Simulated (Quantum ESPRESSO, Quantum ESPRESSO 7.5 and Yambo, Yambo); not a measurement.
**AlN (P6_3mc): G0W0 with Yambo, start to end**

How does a plane-wave GW calculation on AlN (P6_3mc) run from the first input to the gap?

Method: PBE and many-body steps on it, plane waves, in Quantum ESPRESSO 7.5 and Yambo 5.3.0.

This is a report of a sequence of runs, with most program output left out.

The database entry behind the starting cell differs from later determinations by our own check (inner coordinate u about 0.002 short), so it need not match the best structure at ambient conditions.

### 1. The structure

Symmetry: P6_3mc, No. 186, hexagonal system. Conventional cell: a = 3.113 Å, b = 3.113 Å, c = 4.981 Å, α = 90.00°, β = 90.00°, γ = 120.00°. Nearest to Al lie 4 N at 1.89 Å. Nearest to N lie 4 Al at 1.89 Å. Farther neighbours and most contacts between anions are not listed.

Coordinates:

```cif
data_structure
_symmetry_space_group_name_H-M 'P 1'
_symmetry_Int_Tables_number 1
_cell_length_a 3.1130
_cell_length_b 3.1130
_cell_length_c 4.9810
_cell_angle_alpha 90.000
_cell_angle_beta 90.000
_cell_angle_gamma 120.000
_cell_volume 41.80
loop_
_atom_site_label
_atom_site_type_symbol
_atom_site_fract_x
_atom_site_fract_y
_atom_site_fract_z
_atom_site_occupancy
Al1 Al 0.33333 0.66667 0.00000 1
Al2 Al 0.66667 0.33333 0.50000 1
N3 N 0.33333 0.66667 0.38000 1
N4 N 0.66667 0.33333 0.88000 1
```

The cell and positions come from the Crystallography Open Database and are kept as given unless a step says otherwise.

### 2. Ground state

This step: Quantum ESPRESSO 7.5; DFT, PBE, plane waves, norm-conserving pseudopotentials.

The ground-state density comes first.

pw.in

```
&control
  calculation = 'scf'
  prefix = 'x'
  outdir = 'o'
  pseudo_dir = 'pseudo'
/
&system
  ibrav = 0
  nat = 4
  ntyp = 2
  ecutwfc = 72.0
  nbnd = 14
  force_symmorphic = .true.
/
&electrons
  conv_thr = 1e-10
  electron_maxstep = 80
  mixing_beta = 0.5
/
ATOMIC_SPECIES
  Al 26.982 Al.upf
  N 14.007 N.upf
CELL_PARAMETERS angstrom
  3.1130000000 -0.0000000000 0.0000000000
  -1.5565000000 2.6959370820 0.0000000000
  0.0000000000 0.0000000000 4.9810000000
ATOMIC_POSITIONS crystal
  Al 0.3333333333 0.6666666667 0.0000000000
  Al 0.6666666667 0.3333333333 0.5000000000
  N 0.3333333333 0.6666666667 0.3800000000
  N 0.6666666667 0.3333333333 0.8800000000
K_POINTS automatic
  6 6 4 0 0 0
```

The run is started by

```
> OMP_NUM_THREADS=1 mpirun -n 4 pw.x -nk 4 -in pw.in > pw.out
```

Wall time 4.6 s (4 MPI ranks of Arm Neoverse V2, shared host); peak memory 0.23 GiB.

Numbers from this step:

```
total energy               : -696.2909 eV
gap                        : 4.220 eV
k of the valence top       : 0, 0, 0
k of the conduction bottom : 0, 0, 0
least direct gap           : 4.220 eV
```

The gap is direct, at Γ.

### 3. Bands along the symmetry lines

Levels along a band path, at the cheap level, show where the edges lie and whether the meshes to come will hold them.

pw.in

```
&control
  calculation = 'bands'
  prefix = 'x'
  outdir = 'o'
  pseudo_dir = 'pseudo'
/
&system
  ibrav = 0
  nat = 4
  ntyp = 2
  ecutwfc = 72.0
  nbnd = 14
  force_symmorphic = .true.
/
&electrons
  conv_thr = 1e-9
  electron_maxstep = 80
  diago_full_acc = .true.
  diago_thr_init = 5e-6
/
ATOMIC_SPECIES
  Al 26.982 Al.upf
  N 14.007 N.upf
CELL_PARAMETERS angstrom
  3.1130000000 -0.0000000000 0.0000000000
  -1.5565000000 2.6959370820 0.0000000000
  0.0000000000 0.0000000000 4.9810000000
ATOMIC_POSITIONS crystal
  Al 0.3333333333 0.6666666667 0.0000000000
  Al 0.6666666667 0.3333333333 0.5000000000
  N 0.3333333333 0.6666666667 0.3800000000
  N 0.6666666667 0.3333333333 0.8800000000
K_POINTS crystal
  75
  0.00000000 0.00000000 0.00000000 1
  0.06250000 0.00000000 0.00000000 1
  0.12500000 0.00000000 0.00000000 1
  0.18750000 0.00000000 0.00000000 1
  0.25000000 0.00000000 0.00000000 1
  0.31250000 0.00000000 0.00000000 1
  0.37500000 0.00000000 0.00000000 1
  0.43750000 0.00000000 0.00000000 1
  0.50000000 0.00000000 0.00000000 1
  0.47916667 0.04166667 0.00000000 1
  0.45833333 0.08333333 0.00000000 1
  0.43750000 0.12500000 0.00000000 1
  0.41666666 0.16666666 0.00000000 1
  0.39583333 0.20833333 0.00000000 1
  0.37500000 0.25000000 0.00000000 1
  0.35416666 0.29166666 0.00000000 1
  0.33333333 0.33333333 0.00000000 1
  0.29166666 0.29166666 0.00000000 1
  0.25000000 0.25000000 0.00000000 1
  0.20833333 0.20833333 0.00000000 1
  0.16666666 0.16666666 0.00000000 1
  0.12500000 0.12500000 0.00000000 1
  0.08333333 0.08333333 0.00000000 1
  0.04166667 0.04166667 0.00000000 1
  0.00000000 0.00000000 0.00000000 1
  0.00000000 0.00000000 0.06250000 1
  0.00000000 0.00000000 0.12500000 1
  0.00000000 0.00000000 0.18750000 1
  0.00000000 0.00000000 0.25000000 1
  0.00000000 0.00000000 0.31250000 1
  0.00000000 0.00000000 0.37500000 1
  0.00000000 0.00000000 0.43750000 1
  0.00000000 0.00000000 0.50000000 1
  0.06250000 0.00000000 0.50000000 1
  0.12500000 0.00000000 0.50000000 1
  0.18750000 0.00000000 0.50000000 1
  0.25000000 0.00000000 0.50000000 1
  0.31250000 0.00000000 0.50000000 1
  0.37500000 0.00000000 0.50000000 1
  0.43750000 0.00000000 0.50000000 1
  0.50000000 0.00000000 0.50000000 1
  0.47916667 0.04166667 0.50000000 1
  0.45833333 0.08333333 0.50000000 1
  0.43750000 0.12500000 0.50000000 1
  0.41666666 0.16666666 0.50000000 1
  0.39583333 0.20833333 0.50000000 1
  0.37500000 0.25000000 0.50000000 1
  0.35416666 0.29166666 0.50000000 1
  0.33333333 0.33333333 0.50000000 1
  0.29166666 0.29166666 0.50000000 1
  0.25000000 0.25000000 0.50000000 1
  0.20833333 0.20833333 0.50000000 1
  0.16666666 0.16666666 0.50000000 1
  0.12500000 0.12500000 0.50000000 1
  0.08333333 0.08333333 0.50000000 1
  0.04166667 0.04166667 0.50000000 1
  0.00000000 0.00000000 0.50000000 1
  0.50000000 0.00000000 0.50000000 1
  0.50000000 0.00000000 0.43750000 1
  0.50000000 0.00000000 0.37500000 1
  0.50000000 0.00000000 0.31250000 1
  0.50000000 0.00000000 0.25000000 1
  0.50000000 0.00000000 0.18750000 1
  0.50000000 0.00000000 0.12500000 1
  0.50000000 0.00000000 0.06250000 1
  0.50000000 0.00000000 0.00000000 1
  0.33333333 0.33333333 0.50000000 1
  0.33333333 0.33333333 0.43750000 1
  0.33333333 0.33333333 0.37500000 1
  0.33333333 0.33333333 0.31250000 1
  0.33333333 0.33333333 0.25000000 1
  0.33333333 0.33333333 0.18750000 1
  0.33333333 0.33333333 0.12500000 1
  0.33333333 0.33333333 0.06250000 1
  0.33333333 0.33333333 0.00000000 1
```

Run time: 3.7 s. Hardware: 4 MPI ranks; peak memory 0.2 GiB; 14 s of CPU time.

This step gave:

```yaml
gap: 4.221 eV
k_of_the_valence_top: 0, 0, 0
k_of_the_conduction_bottom: 0, 0, 0
least_direct_gap: 4.221 eV
```

The gap is 4.221 eV, as in the run before at this level.

Electronic bands along the path, in eV, zero at the top of the highest filled band; v1 is the highest filled band, c1 the lowest empty one:

| point | v4 | v3 | v2 | v1 | c1 | c2 | c3 | c4 |
| --- | --- | --- | --- | --- | --- | --- | --- | --- |
| Γ | -0.83 | -0.18 | -0.18 | 0.00 | 4.22 | 6.68 | 10.59 | 11.19 |
| halfway | -2.43 | -1.54 | -0.44 | -0.38 | 6.21 | 7.63 | 8.10 | 10.04 |
| M | -3.33 | -2.06 | -1.77 | -0.66 | 5.83 | 5.84 | 8.21 | 10.30 |
| halfway | -3.08 | -2.97 | -1.86 | -1.49 | 5.54 | 7.17 | 8.88 | 10.08 |
| K | -3.75 | -2.42 | -2.37 | -2.37 | 5.07 | 8.38 | 9.70 | 9.70 |
| halfway | -3.35 | -1.67 | -0.86 | -0.59 | 6.85 | 7.48 | 8.57 | 9.14 |
| Γ | -0.83 | -0.18 | -0.18 | 0.00 | 4.22 | 6.68 | 10.59 | 11.19 |
| halfway | -0.74 | -0.74 | -0.28 | -0.28 | 5.17 | 6.79 | 10.27 | 11.16 |
| A | -0.51 | -0.51 | -0.51 | -0.51 | 6.47 | 6.47 | 10.35 | 10.35 |
| halfway | -1.58 | -1.58 | -1.01 | -1.01 | 6.55 | 6.55 | 9.52 | 9.52 |
| L | -1.44 | -1.44 | -1.35 | -1.35 | 5.34 | 5.34 | 9.32 | 9.32 |
| halfway | -2.72 | -2.72 | -0.92 | -0.92 | 6.19 | 6.19 | 9.25 | 9.25 |
| H | -3.83 | -3.83 | -0.78 | -0.78 | 7.44 | 7.44 | 7.88 | 7.88 |
| halfway | -1.80 | -1.80 | -1.20 | -1.20 | 6.74 | 6.74 | 9.49 | 9.49 |
| A | -0.51 | -0.51 | -0.51 | -0.51 | 6.47 | 6.47 | 10.35 | 10.35 |
| jump to L | -1.44 | -1.44 | -1.35 | -1.35 | 5.34 | 5.34 | 9.32 | 9.32 |
| halfway | -2.55 | -1.89 | -1.19 | -0.91 | 5.09 | 5.93 | 9.37 | 9.47 |
| M | -3.33 | -2.06 | -1.77 | -0.66 | 5.83 | 5.84 | 8.21 | 10.30 |
| jump to H | -3.83 | -3.83 | -0.78 | -0.78 | 7.44 | 7.44 | 7.88 | 7.88 |
| halfway | -4.41 | -2.91 | -1.46 | -1.46 | 5.91 | 8.23 | 8.70 | 8.70 |
| K | -3.75 | -2.42 | -2.37 | -2.37 | 5.07 | 8.38 | 9.70 | 9.70 |

### 4. Empty states on the mesh, 3×3×4 mesh, 102 bands

The sums over transitions need many empty states on a uniform mesh; this step solves for them.

pw.in

```
&control
  calculation = 'nscf'
  prefix = 'x'
  outdir = 'o'
  pseudo_dir = 'pseudo'
/
&system
  ibrav = 0
  nat = 4
  ntyp = 2
  ecutwfc = 72.0
  nbnd = 102
  force_symmorphic = .true.
/
&electrons
  conv_thr = 1e-9
  electron_maxstep = 80
  diago_full_acc = .true.
  diago_thr_init = 5e-6
/
ATOMIC_SPECIES
  Al 26.982 Al.upf
  N 14.007 N.upf
CELL_PARAMETERS angstrom
  3.1130000000 -0.0000000000 0.0000000000
  -1.5565000000 2.6959370820 0.0000000000
  0.0000000000 0.0000000000 4.9810000000
ATOMIC_POSITIONS crystal
  Al 0.3333333333 0.6666666667 0.0000000000
  Al 0.6666666667 0.3333333333 0.5000000000
  N 0.3333333333 0.6666666667 0.3800000000
  N 0.6666666667 0.3333333333 0.8800000000
K_POINTS automatic
  3 3 4 0 0 0
```

Elapsed: 5.7 s, on 4 MPI ranks; peak memory 0.29 GiB; 22 s of CPU time.

Numbers from this step:

```
gap                                                           : 4.221 eV
k of the valence top                                          : 0, 0, 0
k of the conduction bottom                                    : 0, 0, 0
least direct gap                                              : 4.221 eV
k points computed                                             : 10
lowest point of the top converged band, above the valence top : 84.0307 eV
```

On this mesh the gap is 4.221 eV.

### 5. Conversion and set-up

This step: Yambo 5.3.0; conversion and set-up on PBE, plane waves, norm-conserving pseudopotentials.

The states are converted to the many-body program's format and the q mesh is built.

The run is started by

```
> (cd o/x.save; p2y > p2y.log; mv SAVE ../..); yambo > setup.log
```

Run time: 1.8 s. Hardware: 1 MPI rank; peak memory 0.23 GiB.

### 6. Screening and self-energy, 3×3×4 mesh, 102 bands, screening to 129.3 eV

G0W0 replaces the xc potential by the self-energy, built once from these orbitals. Only a window of levels is corrected, while the sums run over the empty bands that the input names.

This step: G0W0 on PBE, plane waves, norm-conserving pseudopotentials.

gw1.in

```
HF_and_locXC
gw0
dyson
ppa
em1d
rim_cut
RandQpts= 1000000
RandGvec= 1 RL
EXXRLvcs= 72 Ry
VXCRLvcs= 288 Ry
Chimod= "HARTREE"
% BndsRnXp
 1 | 102 |
%
NGsBlkXp= 9.5 Ry
% LongDrXp
 1 | 1 | 1 |
%
% GbndRnge
 1 | 102 |
%
DysSolver= "n"
ExtendOut
PPAPntXp= 27.21138 eV
% QPkrange
 1 | 10 | 3 | 10 |
%
```

The run is started by

```
> OMP_NUM_THREADS=1 mpirun -n 4 yambo -F gw1.in -J gw1 -C gw1 > gw1.log
```

It took 71 s on 4 MPI ranks; peak memory 1.3 GiB; 4.6 min of CPU time.

This step gave:

```
G0W0 gap on the mesh                         : 5.503 eV
starting gap on the mesh                     : 4.221 eV
k of the valence top                         : 0, 0, 0
k of the conduction bottom                   : 0, 0, 0
least direct G0W0 gap on the computed points : 5.503 eV
Z at the valence top                         : 0.7961
Z at the conduction bottom                   : 0.8217
```

The gap on the mesh goes from 4.22 eV to 5.50 eV, a correction of +1.28 eV.

Limits: finite bands, cutoff and mesh; coarse k mesh. v1 is the top filled band, c1 the lowest empty one. The levels before and after the correction (eV, zero at the valence-band top of each column):

|  | conduction bottom | valence top |
| --- | --- | --- |
| Kohn-Sham | 4.22 | 0.00 |
| G0W0 | 5.50 | 0.00 |

|  | level | energy (eV) |
| --- | --- | --- |
| Kohn-Sham | Γ v4 | -0.831 |
| Kohn-Sham | Γ v3-v2 | -0.180 |
| Kohn-Sham | Γ v1 | 0.000 |
| Kohn-Sham | Γ c1 | 4.221 |
| Kohn-Sham | Γ c2 | 6.676 |
| G0W0 | Γ v4 | -1.051 |
| G0W0 | Γ v3-v2 | -0.270 |
| G0W0 | Γ v1 | 0.000 |
| G0W0 | Γ c1 | 5.503 |
| G0W0 | Γ c2 | 7.965 |

### 7. Where the time went

Times are wall times on the hardware named with each run, good to a factor of about two.

| step | time | share | memory (GiB) |
| --- | --- | --- | --- |
| ground state | 4.6 s | 5 % | 0.23 |
| bands along the symmetry lines | 3.7 s | 4 % | 0.2 |
| empty states on the mesh | 5.7 s | 7 % | 0.29 |
| conversion and set-up | 1.8 s | 2 % | 0.23 |
| screening and self-energy | 71 s | 82 % | 1.3 |

### 8. What came out

| Property | Result |
| --- | --- |
| PBE gap | 4.22 eV, direct |
| G0W0 gap on the mesh | 5.50 eV |
| GW settings | 3×3×4 mesh, 102 bands, screening to 129.3 eV, Godby-Needs plasmon pole |
| known limits | not at the basis limit; coarse k mesh |

**Reading.** G0W0 moves the gap on the mesh from 4.22 eV to 5.50 eV (+1.28 eV), with Z of 0.80 and 0.82 at the edges. The dearest step here is «screening and self-energy». Bands and cutoff are finite, so the gap is not at the basis limit. The miss can reach some tenths of an eV and take either sign; the mesh is an error of its own. The 3×3×4 mesh is coarse for this cell, which bears on the long-range parts of exchange and screening.

[Paths, hosts, dates, memory and timing lines, banners, echoed tables and standing remarks are left out of the program output.]

[Logs are printed without paths, hosts, clocks, repeated set-up lines and the standing remarks that a program may print on its own settings, such as how far it seeks lower states.]

[Runs of the session that timed out or met a known fault of the program may be left out.]

[Hosts, paths, dates, database ids (printed as entryN), source tags and the programs' standing remarks are cut or masked in the printed files.]
